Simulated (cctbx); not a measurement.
## Interatomic vectors of Mn9Pt2

Space group P2_1/c (no. 14), a = 5.6780 Å, b = 5.7630 Å, c = 7.9260 Å, α = 90.00°, β = 95.45°, γ = 90.00°, content Pt4 Mn18.

The data are simulated with cctbx, not measured: synchrotron X-rays, λ = 0.6889 Å, to d = 0.77 Å, 80 % of the full sphere, strongest reflection 5000 counts, noise from counting, a 2 % proportional error and a noise floor of 2 counts (s.d.); no absorption, some extinction.

Patterson synthesis from sharpened amplitudes, origin scaled to 1000:

```text
Patterson group P 1 2/m 1
      u       v       w   height  length (A)
  0.000   0.000   0.000   1000.0     0.00
  0.468   0.500   0.843    501.1     4.19
  0.000   0.256   0.500    411.9     4.23
  0.467   0.242   0.343    243.3     3.87
  0.054   0.000   0.295    164.2     2.33
  0.345   0.186   0.676    103.0     3.54
  0.343   0.077   0.173     97.0     2.32
  0.114   0.311   0.152     90.2     2.22
  0.122   0.432   0.662     88.2     3.77
  0.054   0.284   0.786     87.3     2.40
  0.128   0.088   0.430     77.5     3.46
  0.339   0.090   0.556     75.7     4.20
  0.319   0.160   0.056     74.8     2.04
  0.124   0.325   0.936     73.3     2.08
```

**Question.** Which atom pairs make the peaks, and where is the heaviest atom?

A peak at u stands for all pairs with xi − xj = u, with weight Σ ZiZj against Σ Z² = 35586 at the origin. Peak heights follow these weights only roughly, since form factors, motion and series ripples differ, all vectors within 0.55 Å of a peak are counted as merged into it though the farther ones add only part of their weight, and F(000) is left out, which lowers the whole map:

| u | v | w | shortest length (Å) | height | 1000 ΣZiZj/ΣZ² | pairs in the cell |
| --- | --- | --- | --- | --- | --- | --- |
| 0.468 | 0.500 | 0.843 | 4.19 | 501 | 561 | 2 × Pt–Pt, 4 × Pt–Mn |
| 0.000 | 0.256 | 0.500 | 4.23 | 412 | 377 | 2 × Pt–Pt, 2 × Mn–Mn |
| 0.467 | 0.242 | 0.343 | 3.87 | 243 | 281 | 1 × Pt–Pt, 2 × Pt–Mn |
| 0.054 | 0.000 | 0.295 | 2.33 | 164 | 219 | 4 × Pt–Mn |
| 0.345 | 0.186 | 0.676 | 3.54 | 103 | 110 | 2 × Pt–Mn |
| 0.343 | 0.077 | 0.173 | 2.32 | 97 | 145 | 2 × Pt–Mn, 2 × Mn–Mn |
| 0.114 | 0.311 | 0.152 | 2.22 | 90 | 110 | 2 × Pt–Mn |
| 0.122 | 0.432 | 0.662 | 3.77 | 88 | 110 | 2 × Pt–Mn |
| 0.054 | 0.284 | 0.786 | 2.40 | 87 | 180 | 2 × Pt–Mn, 4 × Mn–Mn |
| 0.128 | 0.088 | 0.430 | 3.45 | 78 | 127 | 2 × Pt–Mn, 1 × Mn–Mn |

The table stops at ten peaks or at a height of 45, below which ripples compete. In the model behind the data Pt, the heaviest element, has 1 independent site: (0.2301, 0.1219, 0.6668), up to an allowed shift of origin; the Pt–Pt vectors are differences of these positions and their symmetry mates. The whole model:

```
atom  mult.       x       y       z  Ueq (Å²)
 Pt1      4  0.2301  0.1219  0.6668    0.0141
 Mn1      4  0.2796  0.1052  0.9616    0.0185
 Mn2      4  0.1167  0.6882  0.0090    0.0168
 Mn3      4  0.4186  0.7945  0.7716    0.0253
 Mn4      4  0.0997  0.4653  0.7369    0.0233
 Mn5      2     1/2     1/2       0    0.0258
```

The model is made up (kin elements in a known structure type, no relaxation), so it says nothing on whether the phase exists.

[Logs are printed without paths, hosts, clocks, repeated set-up lines and the standing remarks that a program may print on its own settings, such as how far it seeks lower states.]
